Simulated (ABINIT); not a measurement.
# SrTiO3 (Tausonite): G0W0 with ABINIT, start to end, part 3 of 3

Aim: the G0W0 gap of SrTiO3 (Tausonite) on PBE with spin-orbit coupling, step by step.

ABINIT 10.8.3; PBE and many-body steps on it, plane waves. Known limits of the many-body steps: not at the basis limit; screening head approximate; coarse k mesh.

So far. Step 4 (Empty states on the mesh, 4×4×4 mesh, 224 bands): On this mesh the gap is 1.874 eV. Step 5 (Screening, 4×4×4 mesh, 204 bands, screening to 133.3 eV): Local fields lower ε∞ by 6 %. On a Γ-centred mesh this coarse the value itself is usually too large, while a short band sum pulls it down.

## (6) Self-energy, 4×4×4 mesh, 204 bands, screening to 133.3 eV

The self-energy is evaluated for the states that the input lists, and the levels follow from it, in one-shot runs by the linearised quasiparticle equation.

This step: G0W0 on PBE with spin-orbit coupling, plane waves, norm-conserving pseudopotentials.

run.abi

```
acell 3*1.0 Angstrom
rprim 
  3.905280000000 0.000000000000 0.000000000000
  0.000000000000 3.905280000000 0.000000000000
  0.000000000000 0.000000000000 3.905280000000
ntypat 3
znucl 38 22 8
natom 5
typat 1 2 3 3 3
xred 
  0.500000000000 0.500000000000 0.500000000000
  0.000000000000 0.000000000000 0.000000000000
  0.500000000000 0.000000000000 0.000000000000
  0.000000000000 0.500000000000 0.000000000000
  0.000000000000 0.000000000000 0.500000000000
pp_dirpath "pseudos"
pseudos "Sr.upf, Ti.upf, O.upf"
ecut 38
nspinor 2
ngkpt 4 4 4
nshiftk 1
shiftk 0 0 0
kptopt 1
chksymbreak 0
istwfk *1
occopt 1
irdwfk 1
optdriver 4
nband 204
gwcalctyp 0
ecutsigx 38
symsigma 0
nkptgw 4
kptgw 
  0.5000000000 0.5000000000 0.5000000000
  0.0000000000 0.0000000000 0.0000000000
  0.5000000000 0.0000000000 0.0000000000
  0.5000000000 0.5000000000 0.0000000000
bdgw 
  37 44
  37 44
  37 44
  37 44
ecuteps 4.9
irdscr 1
ppmodel 1
indata_prefix "in"
outdata_prefix "out"
tmpdata_prefix "tmp"
```

Command:

```
$ OMP_NUM_THREADS=1 mpirun -n 8 abinit run.abi > log
```

Numbers of over 12 decimals in the logs are rounded to 6 here.

What it wrote:

```text
.Version 10.8.3 of ABINIT. v10.8.2 released Aug 2026.

 Symmetries : space group Pm -3 m (#221); Bravais cP (primitive cubic)
[... echo of the input left out ...]
== DATASET  1 ==================================================================
-   mpi_nproc: 8, omp_nthreads: 1 (-1 if OMP is not activated)

--- !DatasetInfo
iteration_state: {dtset: 1, }
dimensions: {natom: 5, nkpt: 10, mband: 204, nsppol: 1, nspinor: 2, nspden: 1, mpw: 4632, }
cutoff_energies: {ecut:  38.0, pawecutdg:  -1.0, }
electrons: {nelect:   4.00000000E+01, charge:   0.00000000E+00, occopt:   1.00000000E+00, tsmear:   1.00000000E-02, }

 SIGMA: Calculation of the GW corrections

 Based on a program developped by R.W. Godby, V. Olevano, G. Onida, and L. Reining.
 Incorporated in ABINIT by V. Olevano, G.-M. Rignanese, and M. Torrent.
.Using double precision arithmetic ; gwpc =  8

[... cell and pseudopotentials left out ...]
--------------------------------------------------------------------------------

 ==== K-mesh for the wavefunctions ====
 Number of points in the irreducible wedge :    10
[... list of points left out ...]
 Together with 48 symmetry operations and time-reversal symmetry
 yields    64 points in the full Brillouin Zone.

 ==== Q-mesh for screening function ====
 Number of points in the irreducible wedge :    10
[... list of points left out ...]
 Together with 48 symmetry operations and time-reversal symmetry
 yields    64 points in the full Brillouin Zone.

 vcoul_init : cutoff-mode = AUXILIARY_FUNCTION
 q-points for optical limit:   1
     1)      0.000010    0.000020    0.000030
 setmesh: FFT mesh size selected  =    45x   45x   45
          total number of points  =        91125

 Number of electrons calculated from density =   40.0000; Expected =   40.0000
 average of density, n =  0.099519
 r_s =    1.3387
 omega_plasma =   30.4305 [eV]

 === KS Band Gaps ===
  >>>> For spin  1
   Minimum direct gap =   2.2140 [eV], located at k-point      :   0.0000  0.0000  0.0000
   Fundamental gap    =   1.8742 [eV], Top of valence bands at :   0.5000  0.5000  0.5000
                                       Bottom of conduction at :   0.0000  0.0000  0.0000
 SIGMA fundamental parameters:
 PLASMON POLE MODEL  1
 number of plane-waves for SigmaX                 4457
 number of plane-waves for SigmaC and W            203
 number of plane-waves for wavefunctions          4457
 number of bands                                   204
 number of independent spin polarizations            1
 number of spinorial components                      2
 number of k-points in IBZ                          10
 number of q-points in IBZ                          10
 number of symmetry operations                      48
 number of k-points in BZ                           64
 number of q-points in BZ                           64
 number of frequencies for dSigma/dE                 9
 frequency step for dSigma/dE [eV]                0.25
 number of omega for Sigma on real axis              0
 max omega for Sigma on real axis  [eV]           0.00
 zcut for avoiding poles [eV]                     0.10

 EPSILON^-1 parameters (SCR file):
 dimension of the eps^-1 matrix on file            203
 dimension of the eps^-1 matrix used               203
 number of plane-waves for wavefunctions          4457
 number of bands                                   204
 number of q-points in IBZ                          10
 number of frequencies                               2
 number of real frequencies                          1
 number of imag frequencies                          1

 matrix elements of self-energy operator (all in [eV])

 Perturbative Calculation

--- !SelfEnergy_ee
iteration_state: {dtset: 1, }
kpoint     : [   0.500,    0.500,    0.500, ]
spin       : 1
KS_gap     :    4.484
QP_gap     :    6.390
Delta_QP_KS:    1.907
data: !SigmaeeData |
     Band     E0 <VxcDFT>   SigX SigC(E0)      Z dSigC/dE  Sig(E)    E-E0       E
       37   6.937 -20.189 -25.175   5.100   0.772  -0.296 -20.101   0.088   7.025
       38   6.937 -20.189 -25.175   5.101   0.772  -0.296 -20.100   0.089   7.026
       39   6.937 -20.189 -25.174   5.100   0.772  -0.296 -20.100   0.089   7.026
       40   6.937 -20.189 -25.175   5.100   0.772  -0.296 -20.101   0.088   7.025
       41  11.421 -21.998 -12.986  -6.344   0.748  -0.337 -20.003   1.995  13.416
       42  11.421 -21.998 -12.986  -6.344   0.748  -0.337 -20.002   1.995  13.416
       43  11.421 -21.998 -12.984  -6.345   0.748  -0.337 -20.002   1.995  13.416
       44  11.421 -21.998 -12.985  -6.345   0.748  -0.337 -20.002   1.995  13.416

--- !SelfEnergy_ee
iteration_state: {dtset: 1, }
kpoint     : [   0.000,    0.000,    0.000, ]
spin       : 1
KS_gap     :    2.214
QP_gap     :    3.782
Delta_QP_KS:    1.568
data: !SigmaeeData |
     Band     E0 <VxcDFT>   SigX SigC(E0)      Z dSigC/dE  Sig(E)    E-E0       E
       37   6.597 -20.541 -25.350   4.899   0.776  -0.288 -20.471   0.070   6.667
       38   6.597 -20.541 -25.345   4.895   0.776  -0.288 -20.470   0.071   6.668
[...]
--- !SelfEnergy_ee
iteration_state: {dtset: 1, }
kpoint     : [   0.500,    0.000,    0.000, ]
spin       : 1
KS_gap     :    2.767
QP_gap     :    4.470
Delta_QP_KS:    1.703
data: !SigmaeeData |
     Band     E0 <VxcDFT>   SigX SigC(E0)      Z dSigC/dE  Sig(E)    E-E0       E
[...]
--- !SelfEnergy_ee
iteration_state: {dtset: 1, }
kpoint     : [   0.500,    0.500,    0.000, ]
spin       : 1
KS_gap     :    3.898
QP_gap     :    5.745
Delta_QP_KS:    1.846
data: !SigmaeeData |
     Band     E0 <VxcDFT>   SigX SigC(E0)      Z dSigC/dE  Sig(E)    E-E0       E
[...]
40   6.845 -19.997 -24.985   5.079   0.772  -0.295 -19.927   0.070   6.915
       41  10.743 -21.584 -13.370  -5.681   0.757  -0.322 -19.667   1.917  12.660
       42  10.743 -21.584 -13.370  -5.681   0.757  -0.322 -19.667   1.917  12.660
       43  10.762 -21.573 -13.354  -5.687   0.757  -0.322 -19.657   1.916  12.678
       44  10.762 -21.573 -13.354  -5.687   0.757  -0.322 -19.657   1.916  12.678

== END DATASET(S) ==============================================================
================================================================================

 -outvars: echo values of variables after computation  --------
           etotal      0.0000000000E+00
            nband         204
             nkpt          10
          spgroup         221
 [... the other variables as echoed above ...]

 Calculation completed.
```

Run time: 3.9 min. Hardware: 8 MPI ranks of Arm Neoverse V2, shared host; peak memory 3.5 GiB; 31 min of CPU time.

Numbers from this step:

```
G0W0 gap on the mesh                         : 3.423 eV
starting gap on the mesh                     : 1.874 eV
k of the valence top                         : 0.5, 0.5, 0.5
k of the conduction bottom                   : 0, 0, 0
Z at the valence top                         : 0.772
Z at the conduction bottom                   : 0.786
least direct G0W0 gap on the computed points : 3.781 eV
```

The gap on the mesh goes from 1.87 eV to 3.42 eV, a correction of +1.55 eV.

Limits: finite bands, cutoff and mesh; screening head approximate; coarse k mesh. v1 is the top filled band, c1 the lowest empty one. Levels before and after the correction, in eV, zero at the valence-band top of each column:

```tsv
	conduction bottom	valence top
Kohn-Sham	1.87	0.00
G0W0	3.42	0.00
```

```tsv
	level	energy (eV)
Kohn-Sham	(0.5 0.5 0.5) v3-v1	0.000
Kohn-Sham	(0.5 0.5 0.5) c1-c3	4.484
Kohn-Sham	Γ v3-v1	-0.340
Kohn-Sham	Γ c1-c3	1.874
G0W0	(0.5 0.5 0.5) v3-v1	0.000
G0W0	(0.5 0.5 0.5) c1-c3	6.390
G0W0	Γ v3-v1	-0.358
G0W0	Γ c1-c3	3.423
```

## (7) Where the time went

Times are wall times on 8 MPI ranks of Arm Neoverse V2, shared host, good to a factor of about two.

```tsv
step	time	share	memory (GiB)
ground state	81 s	10 %	0.73
bands along the symmetry lines	71 s	9 %	0.79
empty states on the mesh	3.2 min	25 %	0.97
screening	3.4 min	26 %	4.2
self-energy	3.9 min	30 %	3.5
```

## (8) Outcome

```
PBE gap              : 1.87 eV, indirect
G0W0 gap on the mesh : 3.42 eV
GW settings          : 4×4×4 mesh, 204 bands, screening to 133.3 eV, Godby-Needs plasmon pole
known limits         : not at the basis limit; screening head approximate; coarse k mesh
```

In words: G0W0 moves the gap on the mesh from 1.87 eV to 3.42 eV (+1.55 eV), with Z of 0.77 and 0.79 at the edges. Local fields lower the RPA ε∞ on this mesh from 7.96 to 7.51; a Γ-centred mesh this coarse tends to raise both, most where the direct gap is narrow, while a short band sum lowers them. Against experiment, by G0W0@PBE: the direct gap of 3.78 eV lies +0.01 eV from the measured 3.77 eV (direct, 300 K, 2013). An exciton line or allowed optical edge lies below the quasiparticle gap by the binding energy; a forbidden edge can push the onset above it. The calculation has static nuclei and no excitons; a measured gap holds zero-point and thermal motion, which mostly lowers it. Bands and cutoff are finite, so the gap is not at the basis limit. The miss can reach some tenths of an eV and take either sign; the mesh is an error of its own. The 4×4×4 mesh is coarse for this cell, which bears on the long-range parts of exchange and screening. This is the ideal cubic cell; many perovskites, halides above all, are cubic only on average, and local tilts or off-centring can widen the gap. The long-wavelength limit of the screening leaves out the non-local commutator, which shifts ε∞.

[Paths, hosts, dates, memory and timing lines, banners, echoed tables and standing remarks are left out of the program output.]

[Logs are printed without paths, hosts, clocks, repeated set-up lines and the standing remarks that a program may print on its own settings, such as how far it seeks lower states.]

[Runs of the session that timed out or met a known fault of the program may be left out.]

[Hosts, paths, dates, database ids (printed as entryN), source tags and the programs' standing remarks are cut or masked in the printed files.]

[G0W0 gaps are taken among the corrected bands and points alone; a level outside them can change the order at an edge.]

[Where Ansatz stands beside ABINIT at settings called matched, ABINIT's density can come from a denser mesh and the files from another edition; pairs whose starting gaps differed by over 0.03 eV were left out, so agreement reads better than it is.]
